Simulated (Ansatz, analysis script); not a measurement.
# Magnetovolume effects in a free-standing square Mo monolayer, spacing 2.603 Å, part 2 of 2

Aim: follow the moments and energy of a free-standing square Mo monolayer, spacing 2.603 Å as the cell is scaled, from three starts.

Ansatz 0.2.0; PBE, PAW set soft_1.

So far. Step 4 (Factor 0.8, typed moments): It ends non-magnetic, with 0 μB on the largest site. Step 5 (Factor 0.8, starting moments cut to 30 %): It ends non-magnetic, with 0 μB on the largest site.

## 6. Factor 0.94, typed moments

Level of this step: Ansatz DFT, collinear, cell scaled along its periodic directions; PBE, PAW set soft_1; PAW set soft_1 (Ansatz).

The density is converged from the given moments; the state reached depends on that start.

Contents of input.yaml:

```yaml
crystal:
  lattice:
    - [2.52370213, 0.0, 0.0]
    - [0.0, 2.52370213, 0.0]
    - [0.0, 0.0, 14.0]
  atoms:
    - { symbol: Mo, position: [0.0, 0.0, 0.5], spin: 1.0 }
magnetization:
  spin_polarized: true
kpoints:
  mp_grid: { grid: [22, 22, 1] }
hamiltonian:
  xc: pbe
  pseudopotentials: { kind: paw, azcp: { folder: soft_1 } }
scf:
  occupations: { method: fermi_dirac, width: 0.05 }
  max_iter: 120
  convergence: { dr2_threshold: 1.0e-08 }
  lower_state_search: "off"
basis:
  ecutwfc: 420.0
output:
  stress: true
```

The run is started by

```bash
> ansatz run input.yaml --threads 1 --pin off --max-ram 2560MiB --backend cpu --events-out ev --progress --plain --runs-dir out
```

Numbers of over 12 decimals in the logs are rounded to 6 here.

What it wrote:

```text
[...]
Crystal: 1 atoms, lattice volume = 89.167 Å³
Basis set: ecut = 420 eV, 1735 PW (Γ)
Bands: 12, of which v1, the nominal top of the filled ones, is band 7 counted from 1 (6 counted from 0)
Symmetry: 16 space group operations
[...]
k-points: 78 of 484
[...]
Internal energy: -4953.443450 eV  (E = F + TS)
E sigma→0 (E₀):  -4953.451566 eV
Entropy (-TS):   -0.016232 eV (-16.232 meV/atom)
Fermi energy:    -0.397633 eV
[...]
--- Stress (GPa, compression-positive) ---
       -3.800656      -0.000000       0.000000
       -0.000000      -3.800656       0.000000
        0.000000       0.000000      -0.000229
  P = ⅓ Tr σ = -2.5338 GPa (-25.338 kbar)
[key lines of the parts left out:]
SCF converged after 16 iterations
Magnetization: -0.0000 μB (7.0000 up, 7.0000 down)
Free energy (F): -4953.459682 eV
```

The job ended after 12 s (1 thread of Arm Neoverse V2, shared host; peak memory 0.39 GiB).

It ends non-magnetic, with 0 μB on the largest site.

## 7. Factor 1.07, typed moments

Changes to input.yaml since step 6:

```diff
@@ -2,4 +2,4 @@
   lattice:
-    - [2.52370213, 0.0, 0.0]
-    - [0.0, 2.52370213, 0.0]
+    - [2.69256414, 0.0, 0.0]
+    - [0.0, 2.69256414, 0.0]
     - [0.0, 0.0, 14.0]
```

What it wrote:

```text
[...]
Crystal: 1 atoms, lattice volume = 101.499 Å³
Basis set: ecut = 420 eV, 2003 PW (Γ)
Bands: 12, of which v1, the nominal top of the filled ones, is band 7 counted from 1 (6 counted from 0)
Symmetry: 16 space group operations
[...]
k-points: 78 of 484
[...]
Internal energy: -4952.959291 eV  (E = F + TS)
E sigma→0 (E₀):  -4952.968004 eV
Entropy (-TS):   -0.017426 eV (-17.426 meV/atom)
Fermi energy:    -0.821472 eV
[...]
--- Stress (GPa, compression-positive) ---
       -8.030740      -0.000000       0.000000
       -0.000000      -8.030740       0.000000
        0.000000       0.000000      -0.000193
  P = ⅓ Tr σ = -5.3539 GPa (-53.539 kbar)
[key lines of the parts left out:]
SCF converged after 18 iterations
Magnetization: -0.0000 μB (7.0000 up, 7.0000 down)
Free energy (F): -4952.976717 eV
```

Elapsed: 13 s, on 1 thread; peak memory 0.41 GiB.

It ends non-magnetic, with 0 μB on the largest site.

## 8. Factor 1.25, typed moments

Changes to input.yaml since step 7:

```diff
@@ -2,4 +2,4 @@
   lattice:
-    - [2.69256414, 0.0, 0.0]
-    - [0.0, 2.69256414, 0.0]
+    - [2.91024247, 0.0, 0.0]
+    - [0.0, 2.91024247, 0.0]
     - [0.0, 0.0, 14.0]
```

What it wrote:

```text
[...]
Crystal: 1 atoms, lattice volume = 118.573 Å³
Basis set: ecut = 420 eV, 2291 PW (Γ)
Bands: 12, of which v1, the nominal top of the filled ones, is band 7 counted from 1 (6 counted from 0)
Symmetry: 16 space group operations
[...]
k-points: 78 of 484
[...]
Internal energy: -4951.997856 eV  (E = F + TS)
E sigma→0 (E₀):  -4952.007842 eV
Entropy (-TS):   -0.019972 eV (-19.972 meV/atom)
Fermi energy:    -1.284141 eV
[...]
--- Stress (GPa, compression-positive) ---
       -9.426214      -0.000000       0.000000
       -0.000000      -9.426214       0.000000
        0.000000       0.000000      -0.000166
  P = ⅓ Tr σ = -6.2842 GPa (-62.842 kbar)
[key lines of the parts left out:]
SCF converged after 37 iterations
Magnetization: -0.0001 μB (7.0000 up, 7.0000 down)
Free energy (F): -4952.017828 eV
```

Elapsed: 27 s, on 1 thread; peak memory 0.44 GiB.

It ends non-magnetic, with 0 μB on the largest site.

## 9. Factor 1.36, no spin

input.yaml, the sections that differ from step 8:

```yaml
crystal:
  lattice:
    - [3.03559356, 0.0, 0.0]
    - [0.0, 3.03559356, 0.0]
    - [0.0, 0.0, 14.0]
  atoms:
    - { symbol: Mo, position: [0.0, 0.0, 0.5] }
scf:
  occupations: { method: fermi_dirac, width: 0.05 }
  max_iter: 120
  convergence: { dr2_threshold: 1.0e-08 }
# kpoints, hamiltonian, basis, output: as in step 8
# magnetization: removed
```

What it wrote:

```text
[...]
Crystal: 1 atoms, lattice volume = 129.008 Å³
Basis set: ecut = 420 eV, 2471 PW (Γ)
Bands: 11, of which v1, the nominal top of the filled ones, is band 7 counted from 1 (6 counted from 0)
Symmetry: 16 space group operations
[...]
k-points: 78 of 484
[...]
SCF iter   1: F=—  HF=-4951.938588 eV  |F-HF|=—  |Δ(HF+E_count)|=         —  Δρ=3.34e-2  dr2=1.99e0  ethr=3.10e-3  ⟨swp⟩=5.4  Hψ=5145  notcnv=0
[...]
SCF iter   9: F=-4951.409683 eV  HF=-4951.409683 eV  |F-HF|=4.14e-10  |Δ(HF+E_count)|=   5.33e-8  Δρ=1.19e-6  dr2=2.70e-9  ethr=7.14e-11  ⟨swp⟩=5.0  Hψ=2887  notcnv=0
SCF 1 converged in 9 iterations: F = -4951.409683 eV  dr2 = 2.70e-9
[...]
SCF converged after 9 iterations
Free energy (F): -4951.409683 eV
[...]
Internal energy: -4951.384132 eV  (E = F + TS)
E sigma→0 (E₀):  -4951.396907 eV
Entropy (-TS):   -0.025551 eV (-25.551 meV/atom)
Fermi energy:    -1.502382 eV
[...]
--- Stress (GPa, compression-positive) ---
       -9.168847       0.000000       0.000000
        0.000000      -9.168847       0.000000
        0.000000       0.000000      -0.000211
  P = ⅓ Tr σ = -6.1126 GPa (-61.126 kbar)
```

Elapsed: 4.8 s, on 1 thread; peak memory 0.38 GiB.

This is the reference without moments at this size.

The other 18 runs of this kind were made alike; their results stand in the table below.

## 10. Analysis

| factor | E typed (meV/atom) | E small | E no spin | largest moment, typed (μB) | small | state, typed | state, small |
| --- | --- | --- | --- | --- | --- | --- | --- |
| 0.8 | 186.4 | 186.4 | 186.4 | 0.00 | 0.00 | non-magnetic | non-magnetic |
| 0.87 | 0.0 | 0.0 | 0.0 | 0.00 | 0.00 | non-magnetic | non-magnetic |
| 0.94 | 66.0 | 66.0 | 66.0 | 0.00 | 0.00 | non-magnetic | non-magnetic |
| 1 | 248.8 | 248.8 | 248.8 | 0.00 | 0.00 | non-magnetic | non-magnetic |
| 1.07 | 549.0 | 549.0 | 549.0 | 0.00 | 0.00 | non-magnetic | non-magnetic |
| 1.15 | 956.9 | 956.9 | 956.9 | 0.00 | 0.00 | non-magnetic | non-magnetic |
| 1.25 | 1507.9 | 1507.9 | 1507.9 | 0.00 | 0.00 | non-magnetic | non-magnetic |
| 1.36 | 1973.3 | 1973.3 | 2116.0 | 1.81 | 1.81 | ferromagnetic | ferromagnetic |

## 11. Results

```
lowest run                  : factor 0.87, typed moments
largest moment, typed start : 0 μB at 0.8 to 1.81 μB at 1.36
gain by magnetism           : 0.0 to 142.7 meV/atom
```

From a factor of 0.8 to 1.36 the largest moment goes from 0 to 1.81 μB. The moment is lost at factors of 1.25 or less among those run. Site moments are taken in spheres that grow with the cell. It rises fastest, by 1.8 μB between 1.25 and 1.36; the grid is too coarse to tell a step from a steep rise. Both magnetic starts, which share one pattern of signs, end on one state at every size; other orders were not tried. The cell's shape and the atoms were not relaxed. The 24 scaled-cell runs took 4.4 min of wall time, added up.

[Logs and program files are shortened in this print: banners, set-up blocks, solver, clock and traceback lines can be left out without a mark of their own.]

[Logs are printed without paths, hosts, clocks, repeated set-up lines and the standing remarks that a program may print on its own settings, such as how far it seeks lower states.]

[Hosts, paths, dates, database ids (printed as entryN), source tags and the programs' standing remarks are cut or masked in the printed files.]

[Where the input sets lower_state_search to off, the program did not look for lower states, so one may exist.]
